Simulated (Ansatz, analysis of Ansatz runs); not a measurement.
# La2PbS4 (I-42d), nudged elastic band: V_S hop (3.3 Å) (q = +2), part 2 of 2

Aim: the barrier of one jump in La2PbS4 (I-42d) at charge +2: V_S hop (3.3 Å). The model is a cell of 112 host atoms with 1 S taken out; S is the atom that moves.

Ansatz 0.2.0; plane-wave PAW DFT, PBEsol; nudged elastic band between two relaxed defect structures at fixed charge in a uniform background.

So far: The starting structure; Relaxation of the start point, charge +2; Relaxation of the end point, charge +2.

**4. Nudged elastic band, charge +2**

3 movable images are laid between the ends on a pair-potential path, which keeps atoms from colliding in the first guess. Each image feels the true force across the path and a spring force along it. The highest image is set to climb to the top of the path.

This step: plane-wave PAW DFT, PBEsol; nudged elastic band between two relaxed defect structures at fixed charge in a uniform background.

Contents of qp2_c112k1s.neb/input.yaml:

```yaml
crystal:
  lattice:
    - [-8.68700356, 8.68700356, 8.64614061]
    - [8.68700356, -8.68700356, 8.64614061]
    - [8.68700356, 8.68700356, -8.64614061]
  atoms:
    - { symbol: La, position: [0.18746871, 0.12976508, 0.19253159] }
    - { symbol: La, position: [0.42893199, 0.48437991, 0.29273721] }
    - { symbol: La, position: [0.36916732, 0.0616981, 0.0559951] }
    - { symbol: La, position: [0.00477423, 0.31242179, 0.44337769] }
    - { symbol: Pb, position: [0.12187622, 0.36875357, 0.24869709] }
    - { symbol: Pb, position: [0.24518453, 0.24496917, -0.00548845] }
    - { symbol: S, position: [0.13523245, 0.01154149, 0.45240803] }
    - { symbol: S, position: [0.31717288, 0.11556255, 0.37394701] }
    - { symbol: S, position: [0.23519454, 0.44382607, 0.12537462] }
    - { symbol: S, position: [0.38574397, 0.25846672, 0.20054815] }
    - { symbol: S, position: [0.31671148, 0.36365637, 0.37534896] }
    - { symbol: S, position: [0.05731838, 0.18411151, 0.29736595] }
    - { symbol: S, position: [0.48749089, 0.43917133, 0.12017314] }
    - { symbol: S, position: [0.05765588, 0.18240449, 0.04694809] }
    - { symbol: La, position: [0.18642909, 0.12942486, 0.6911332] }
    - { symbol: La, position: [0.43811489, 0.49456702, 0.80917378] }
    - { symbol: La, position: [0.36940229, 0.06226528, 0.55621618] }
    - { symbol: La, position: [0.0027582, 0.31147453, 0.94083928] }
    - { symbol: Pb, position: [0.1230035, 0.37390228, 0.75004023] }
    - { symbol: Pb, position: [0.24851605, 0.24673013, 0.49900337] }
    - { symbol: S, position: [0.13407651, 0.01222012, 0.95146094] }
    - { symbol: S, position: [0.31540594, 0.11284212, 0.87253458] }
    - { symbol: S, position: [0.2380448, 0.44108324, 0.62747555] }
    - { symbol: S, position: [0.38651743, 0.25987099, 0.70259127] }
    - { symbol: S, position: [0.31536366, 0.36391355, 0.87522026] }
    - { symbol: S, position: [0.05469107, 0.18142868, 0.79579856] }
    - { symbol: S, position: [0.48855554, 0.44246094, 0.62611478] }
    - { symbol: S, position: [0.05738423, 0.18142049, 0.54695951] }
    - { symbol: La, position: [0.18847079, 0.62928223, 0.19476324] }
    - { symbol: La, position: [0.43699374, 0.99857794, 0.30637422] }
    - { symbol: La, position: [0.368245, 0.56248446, 0.05582244] }
    - { symbol: La, position: [0.0061356, 0.81157875, 0.44155512] }
    - { symbol: Pb, position: [0.12453593, 0.87387642, 0.24908932] }
    - { symbol: Pb, position: [0.24903139, 0.74917001, -0.00073588] }
    - { symbol: S, position: [0.13718331, 0.51050113, 0.45158497] }
    - { symbol: S, position: [0.35089712, 0.6242252, 0.39863256] }
    - { symbol: S, position: [0.23940052, 0.94288626, 0.1257144] }
    - { symbol: S, position: [0.3859069, 0.7607613, 0.20119665] }
    - { symbol: S, position: [0.31835459, 0.86527927, 0.37542732] }
    - { symbol: S, position: [0.05934111, 0.68369852, 0.29792917] }
    - { symbol: S, position: [0.48902374, 0.94222886, 0.12362497] }
    - { symbol: S, position: [0.0617246, 0.68181138, 0.05051894] }
    - { symbol: La, position: [0.18647665, 0.63006682, 0.69297963] }
    - { symbol: La, position: [0.43464941, 0.99320627, 0.80454569] }
    - { symbol: La, position: [0.36526215, 0.5543115, 0.56036051] }
    - { symbol: La, position: [0.0079843, 0.81430024, 0.94464532] }
    - { symbol: Pb, position: [0.12411466, 0.87453291, 0.74964251] }
    - { symbol: Pb, position: [0.25424289, 0.75021799, 0.50306421] }
    - { symbol: S, position: [0.13390344, 0.51112298, 0.95201316] }
    - { symbol: S, position: [0.31552875, 0.61310948, 0.87354452] }
    - { symbol: S, position: [0.2392931, 0.9395907, 0.62372957] }
    - { symbol: S, position: [0.38516459, 0.75758481, 0.70078233] }
    - { symbol: S, position: [0.31727991, 0.86449659, 0.87555933] }
    - { symbol: S, position: [0.05713282, 0.68385762, 0.79745147] }
    - { symbol: S, position: [0.48871113, 0.94083755, 0.62218622] }
    - { symbol: S, position: [0.05945952, 0.68173517, 0.54655735] }
    - { symbol: La, position: [0.68808918, 0.13172415, 0.19543782] }
    - { symbol: La, position: [0.9393315, 0.49454427, 0.30821494] }
    - { symbol: La, position: [0.87046131, 0.06223664, 0.05810661] }
    - { symbol: La, position: [0.50461301, 0.31767324, 0.44347496] }
    - { symbol: Pb, position: [0.62561332, 0.37325136, 0.24564478] }
    - { symbol: Pb, position: [0.75047139, 0.25154326, 0.00042386] }
    - { symbol: S, position: [0.63770967, 0.01893938, 0.45248431] }
    - { symbol: S, position: [0.81609848, 0.11376915, 0.37379928] }
    - { symbol: S, position: [0.73969418, 0.44184436, 0.12839078] }
    - { symbol: S, position: [0.88580742, 0.25965862, 0.20222387] }
    - { symbol: S, position: [0.81686979, 0.36649119, 0.37645781] }
    - { symbol: S, position: [0.55772018, 0.18704165, 0.29844515] }
    - { symbol: S, position: [0.98881228, 0.44092712, 0.12401438] }
    - { symbol: S, position: [0.56054477, 0.18435833, 0.04991622] }
    - { symbol: La, position: [0.68599833, 0.1314191, 0.69187849] }
    - { symbol: La, position: [0.93681846, 0.49420237, 0.80660977] }
    - { symbol: La, position: [0.86837694, 0.06167916, 0.55677981] }
    - { symbol: La, position: [0.50413776, 0.31166066, 0.94103763] }
    - { symbol: Pb, position: [0.62253965, 0.37163851, 0.75008038] }
    - { symbol: Pb, position: [0.74972069, 0.25153314, 0.49990454] }
    - { symbol: S, position: [0.63299692, 0.00930293, 0.94776508] }
    - { symbol: S, position: [0.81253334, 0.10818414, 0.86908656] }
    - { symbol: S, position: [0.73921741, 0.44492258, 0.62437446] }
    - { symbol: S, position: [0.88556915, 0.25931517, 0.70199044] }
    - { symbol: S, position: [0.81713016, 0.36415203, 0.87653879] }
    - { symbol: S, position: [0.55751592, 0.18323645, 0.7974031] }
    - { symbol: S, position: [0.98751119, 0.44154181, 0.62312599] }
    - { symbol: S, position: [0.55883793, 0.1852792, 0.54821826] }
    - { symbol: La, position: [0.68627374, 0.62947294, 0.19165048] }
    - { symbol: La, position: [0.93784093, 0.9952887, 0.30791001] }
    - { symbol: La, position: [0.87158714, 0.56197434, 0.05955676] }
    - { symbol: La, position: [0.50573809, 0.82165159, 0.43455301] }
    - { symbol: Pb, position: [0.62585032, 0.87623367, 0.24754417] }
    - { symbol: Pb, position: [0.75117947, 0.75115078, 0.00358559] }
    - { symbol: S, position: [0.62281637, 0.53593041, 0.47208827] }
    - { symbol: S, position: [0.81469261, 0.61245502, 0.3738522] }
    - { symbol: S, position: [0.73906129, 0.94223169, 0.12576076] }
    - { symbol: S, position: [0.88647644, 0.75934793, 0.20242716] }
    - { symbol: S, position: [0.81679253, 0.86474004, 0.37532667] }
    - { symbol: S, position: [0.55664541, 0.68157046, 0.29876467] }
    - { symbol: S, position: [0.98810667, 0.94073738, 0.12384933] }
    - { symbol: S, position: [0.55862035, 0.68243496, 0.04703748] }
    - { symbol: La, position: [0.69506122, 0.6309487, 0.70600992] }
    - { symbol: La, position: [0.93427588, 0.99126073, 0.80454566] }
    - { symbol: La, position: [0.87095987, 0.56542505, 0.55903564] }
    - { symbol: La, position: [0.50349299, 0.81145235, 0.94155883] }
    - { symbol: Pb, position: [0.62692116, 0.88541063, 0.75767859] }
    - { symbol: Pb, position: [0.75615317, 0.75151131, 0.49506122] }
    - { symbol: S, position: [0.63579062, 0.51124755, 0.95323341] }
    - { symbol: S, position: [0.82009282, 0.61368677, 0.87736252] }
    - { symbol: S, position: [0.73073939, 0.92977622, 0.61788456] }
    - { symbol: S, position: [0.88624072, 0.76077896, 0.70472413] }
    - { symbol: S, position: [0.81612915, 0.86487827, 0.87722452] }
    - { symbol: S, position: [0.5557217, 0.68351272, 0.79339499] }
    - { symbol: S, position: [0.98822086, 0.93977359, 0.62235568] }
total_charge: 2
basis:
  ecutwfc: 420
  xc_grid: 2
hamiltonian:
  xc: pbesol
kpoints:
  mp_grid: { grid: [1, 1, 1], shift: [0.25, 0.25, 0.25] }
scf:
  occupations: { method: fixed }
  max_iter: 120
output:
  forces: true
neb:
  images: 3
  f_tol: 0.04
  climbing: true
  initial_path: idpp
  max_iterations: 45
  order_check: false
  final_atoms:
    - { symbol: La, position: [0.18826674, 0.13014159, 0.19319315] }
    - { symbol: La, position: [0.44573318, 0.48848432, 0.30541847] }
[... 8 atom lines left out ...]
    - { symbol: S, position: [0.31798615, 0.36686578, 0.37488305] }
[... 24 atom lines left out ...]
    - { symbol: S, position: [0.52364907, 0.67245342, 0.52319687] }
[... 8 atom lines left out ...]
    - { symbol: La, position: [0.36888441, 0.55349892, 0.56587286] }
[... 2 atom lines left out ...]
    - { symbol: Pb, position: [0.24786562, 0.75555197, 0.50852675] }
[... 3 atom lines left out ...]
    - { symbol: S, position: [0.3859235, 0.75817922, 0.70209021] }
[... 2 atom lines left out ...]
    - { symbol: S, position: [0.48948862, 0.940284, 0.62235036] }
[... 32 atom lines left out ...]
    - { symbol: La, position: [0.50945254, 0.8198467, 0.43899572] }
[... 2 atom lines left out ...]
    - { symbol: S, position: [0.63945153, 0.51485703, 0.45862344] }
[... 4 atom lines left out ...]
    - { symbol: S, position: [0.55795027, 0.68332569, 0.29686791] }
[... 6 atom lines left out ...]
    - { symbol: Pb, position: [0.62035659, 0.87349316, 0.74581321] }
[... 3 atom lines left out ...]
    - { symbol: S, position: [0.73744759, 0.93909198, 0.62323285] }
[... 3 atom lines left out ...]
    - { symbol: S, position: [0.98878665, 0.94107489, 0.62376286] }
```

The run is started by

```console
$ ansatz run input.yaml --threads 32 --pin off --max-ram 84787MiB --backend cuda --events-out ev --progress --plain --runs-dir out --max-vram 78GiB
```

Numbers of over 12 decimals in the logs are rounded to 6 here.

The log of the run:

```text
Warning: neb: disabling space-group detection — the band's intermediate images generally break the endpoint symmetry, so the full k-mesh is solved, and no spatial operation symmetrises the density, ex [...]
[...]
Crystal: 111 atoms, lattice volume = 2609.890 Å³
Basis set: ecut = 420 eV, 50901 PW (Γ), exchange–correlation on 216×216×216 points (8 copies of the dense FFT grid, shifted against one another)
Bands: 587, of which v1, the nominal top of the filled ones, is band 476 counted from 1 (475 counted from 0)
[...]
SCF iter   1: F=—  HF=-441203.640197 eV  |F-HF|=—  |Δ(HF+E_count)|=         —  Δρ=5.92e-3  dr2=1.56e0  ethr=1.77e-3  ⟨swp⟩=6.0  Hψ=2111  notcnv=0  defer=106
[...]
SCF iter   2: F=—  HF=-441203.278083 eV  |F-HF|=—  |Δ(HF+E_count)|=   3.62e-1  Δρ=2.14e-3  dr2=1.40e-1  ethr=1.64e-4  ⟨swp⟩=4.0  Hψ=832  notcnv=0  defer=109
[...]
SCF iter   9: F=-441203.272981 eV  HF=-441203.272981 eV  |F-HF|=1.50e-8  |Δ(HF+E_count)|=   4.82e-7  Δρ=1.04e-6  dr2=9.08e-8  ethr=1.05e-11  ⟨swp⟩=5.0  Hψ=2058  notcnv=0
SCF 1 converged in 9 iterations: F = -441203.272981 eV  dr2 = 9.08e-8
[...]
SCF 9 converged in 9 iterations: F = -441203.151944 eV  dr2 = 1.31e-8
[...]
SCF 10 converged in 9 iterations: F = -441203.039094 eV  dr2 = 1.02e-8
[...]
SCF 16 converged in 6 iterations: F = -441203.046234 eV  dr2 = 2.92e-8
[...]
SCF converged after 6 iterations
[...]
```

It took 22 s on 1 × NVIDIA GB200 with 32 threads of Arm Neoverse V2, shared host; peak memory 4 GiB; 75 s of CPU time.

In the SCF lines HF is the Harris–Foulkes energy and dr2 the Hartree energy of the density residual, in eV; the loop may stop once dr2 is under the threshold and the program's other checks hold. Hψ counts applications of the Hamiltonian.

Images along the path:

| image | path (Å) | energy (eV) | S36: x, y, z (Å) |
| --- | --- | --- | --- |
| 0 | 0.000 | 0.0000 | 5.837, 1.089, 4.984 |
| 1 | 0.646 | 0.1180 | 5.905, 1.610, 5.166 |
| 2 | 1.296 | 0.2270 | 5.923, 2.171, 5.401 |
| 3 | 1.945 | 0.1180 | 5.905, 2.732, 5.636 |
| 4 | 2.591 | 0.0000 | 5.838, 3.252, 5.818 |

This step gave:

```yaml
free_energy: -441203.0462 eV
barrier_forward: 0.2267 eV
barrier_backward: 0.2265 eV
end_less_start: 2.28e-4 eV
hop_length: 2.319 Å
```

Track of the atom that was set to move:

| image | x (Å) | y (Å) | z (Å) | nearest neighbour | distance (Å) |
| --- | --- | --- | --- | --- | --- |
| 0 | 5.837 | 1.089 | 4.984 | La | 2.82 |
| 1 | 5.905 | 1.61 | 5.166 | La | 2.742 |
| 2 | 5.923 | 2.171 | 5.401 | La | 2.727 |
| 3 | 5.905 | 2.732 | 5.636 | La | 2.742 |
| 4 | 5.838 | 3.252 | 5.818 | La | 2.82 |

The band met its tolerance of 0.04 eV/Å after 6 iterations, with image 2 on top (the start counts as 0). S36, which moves farthest between the ends, has 3 La at 2.82 to 3.00 Å and 1 Pb at 3.09 Å nearest at the start and 3 La at 2.73 to 2.86 Å at the top.

**5. Single point at the top of the path, PBEsol**

A single point at the top of the band gives the levels near the gap and the populations there.

This step: plane-wave PAW DFT, PBEsol; single point of a defect supercell on a structure of the PBEsol path.

Contents of qp2_c112k1s.top.probe/input.yaml:

```yaml
crystal:
  lattice:
    - [-8.68700356, 8.68700356, 8.64614061]
    - [8.68700356, -8.68700356, 8.64614061]
    - [8.68700356, 8.68700356, -8.64614061]
  atoms:
    - { symbol: La, position: [0.18802009, 0.12982269, 0.19296824] }
    - { symbol: La, position: [0.43731758, 0.48843632, 0.30106042] }
[... 6 atom lines left out ...]
    - { symbol: S, position: [0.24154922, 0.45878243, 0.14393475] }
[... 1 atom line left out ...]
    - { symbol: S, position: [0.31711294, 0.36252731, 0.37561055] }
[... 24 atom lines left out ...]
    - { symbol: S, position: [0.43733255, 0.65326823, 0.46589499] }
[... 8 atom lines left out ...]
    - { symbol: La, position: [0.36600816, 0.54873385, 0.56692344] }
[... 2 atom lines left out ...]
    - { symbol: Pb, position: [0.25603812, 0.75249528, 0.50783871] }
[... 3 atom lines left out ...]
    - { symbol: S, position: [0.38543293, 0.75753439, 0.7029873] }
[... 2 atom lines left out ...]
    - { symbol: S, position: [0.48919836, 0.9422463, 0.6220391] }
[... 32 atom lines left out ...]
    - { symbol: La, position: [0.50862422, 0.82560961, 0.43266041] }
[... 2 atom lines left out ...]
    - { symbol: S, position: [0.63308461, 0.52707634, 0.46716896] }
[... 4 atom lines left out ...]
    - { symbol: S, position: [0.55751627, 0.68319086, 0.29534781] }
[... 6 atom lines left out ...]
    - { symbol: Pb, position: [0.6186029, 0.87650779, 0.74639452] }
[... 7 atom lines left out ...]
    - { symbol: S, position: [0.98834699, 0.93981488, 0.62233734] }
total_charge: 2
basis:
  ecutwfc: 420
  xc_grid: 2
hamiltonian:
  xc: pbesol
kpoints:
  mp_grid: { grid: [1, 1, 1], shift: [0.25, 0.25, 0.25] }
scf:
  occupations: { method: fixed }
  max_iter: 120
output:
  forces: true
  eigenvalues: true
  eigenstates: { localisation: true }
  populations: true
  write_density: true
  write_potential: true
  volumetric_format: npy
  elf: true
checkpoint:
  write: "../qp2_c112k1s.top.probe.run"
  compress: false
  write_wavefunctions: false
  write_every: 100000
```

The log of the run:

```text
[...]
Crystal: 111 atoms, lattice volume = 2609.890 Å³
Basis set: ecut = 420 eV, 50901 PW (Γ), exchange–correlation on 216×216×216 points (8 copies of the dense FFT grid, shifted against one another)
Bands: 587, of which v1, the nominal top of the filled ones, is band 476 counted from 1 (475 counted from 0)
[...]
k-points: 1
[...]
SCF iter   1: F=—  HF=-441203.414856 eV  |F-HF|=—  |Δ(HF+E_count)|=         —  Δρ=5.92e-3  dr2=1.55e0  ethr=1.77e-3  ⟨swp⟩=5.0  Hψ=2195  notcnv=0  defer=109
[...]
SCF iter   2: F=—  HF=-441203.051835 eV  |F-HF|=—  |Δ(HF+E_count)|=   3.63e-1  Δρ=2.13e-3  dr2=1.36e-1  ethr=1.63e-4  ⟨swp⟩=4.0  Hψ=872  notcnv=0  defer=109
[...]
SCF iter   7: F=—  HF=-441203.046234 eV  |F-HF|=—  |Δ(HF+E_count)|=   2.21e-5  Δρ=5.75e-6  dr2=1.93e-6  ethr=2.78e-9  ⟨swp⟩=2.0  Hψ=893  notcnv=0  defer=109
SCF iter   8: F=—  HF=-441203.046234 eV  |F-HF|=—  |Δ(HF+E_count)|=   1.48e-7  Δρ=1.61e-6  dr2=1.35e-7  ethr=2.03e-10  ⟨swp⟩=2.0  Hψ=943  notcnv=0  defer=109
[...]
SCF 1 converged in 9 iterations: F = -441203.046234 eV  dr2 = 4.01e-8
[...]
SCF converged after 9 iterations
[...]
--- Löwdin populations: 111 sites ---
[...]
spilling = 0.003006 (of n_electrons = 952.000000)
[...]
```

Wall time 4.7 s (1 × NVIDIA GB200 with 32 threads); peak memory 2.5 GiB.

Read from the output:

```
free energy : -441203.0462 eV
```

States next to the filling edge at the first k-point, on the run's own zero (eigenstates.tsv). The participation number counts the atoms that a state is spread over, of 111; bands count from 0.

```csv
spin,band,energy (eV),occupation,participation,largest share on,share
both,470,8.912,2.00,65.4,S50,0.03
both,471,8.928,2.00,65.2,S35,0.04
both,472,8.962,2.00,61.4,S11,0.04
both,473,8.997,2.00,72.5,S110,0.02
both,474,9.012,2.00,70.8,S69,0.03
both,475,9.024,2.00,59.5,S28,0.04
both,476,11.252,0.00,32.2,La29,0.07
both,477,11.374,0.00,74.9,La29,0.03
both,478,11.394,0.00,67.0,La99,0.03
both,479,11.457,0.00,76.3,La29,0.03
both,480,11.466,0.00,78.8,La16,0.03
```

Under PBEsol at one point at (¼, ¼, ¼), the highest filled state is spread over 59 of 111 atoms, and the lowest empty one, 2.23 eV above it, is spread over 32 of 111 atoms.

The distance between the highest filled and the lowest empty level goes from 2.06 eV at the start to 2.23 eV at the top.

**6. Results**

```
barrier forward                         : 0.23 eV
barrier backward                        : 0.23 eV
end less start                          : 0.00 eV
hop length                              : 2.32 Å
band iterations, as the log counts them : 6
```

What this shows: The top of the band lies 0.23 eV above the start and 0.23 eV above the end, which are alike in energy and neighbours. With an assumed prefactor of 1e13 per second it gives one hop a second along this one path at about 90 K; whether such hops link up through the crystal wasn't checked. At the top S36 stands 2.73 Å from its nearest La, 0.09 Å closer than at the start. The order of the top as a saddle was not checked for all atoms, so a bent path could be lower. No image-charge correction is applied; it largely cancels along a path if the charge stays localised alike. Limits: one k-point off the zone centre stands for the whole zone; spin–orbit coupling, which can matter with heavy atoms, is left out.

[Logs are printed without paths, hosts, clocks, repeated set-up lines and the standing remarks that a program may print on its own settings, such as how far it seeks lower states.]

[Hosts, paths, dates, database ids (printed as entryN), source tags and the programs' standing remarks are cut or masked in the printed files.]
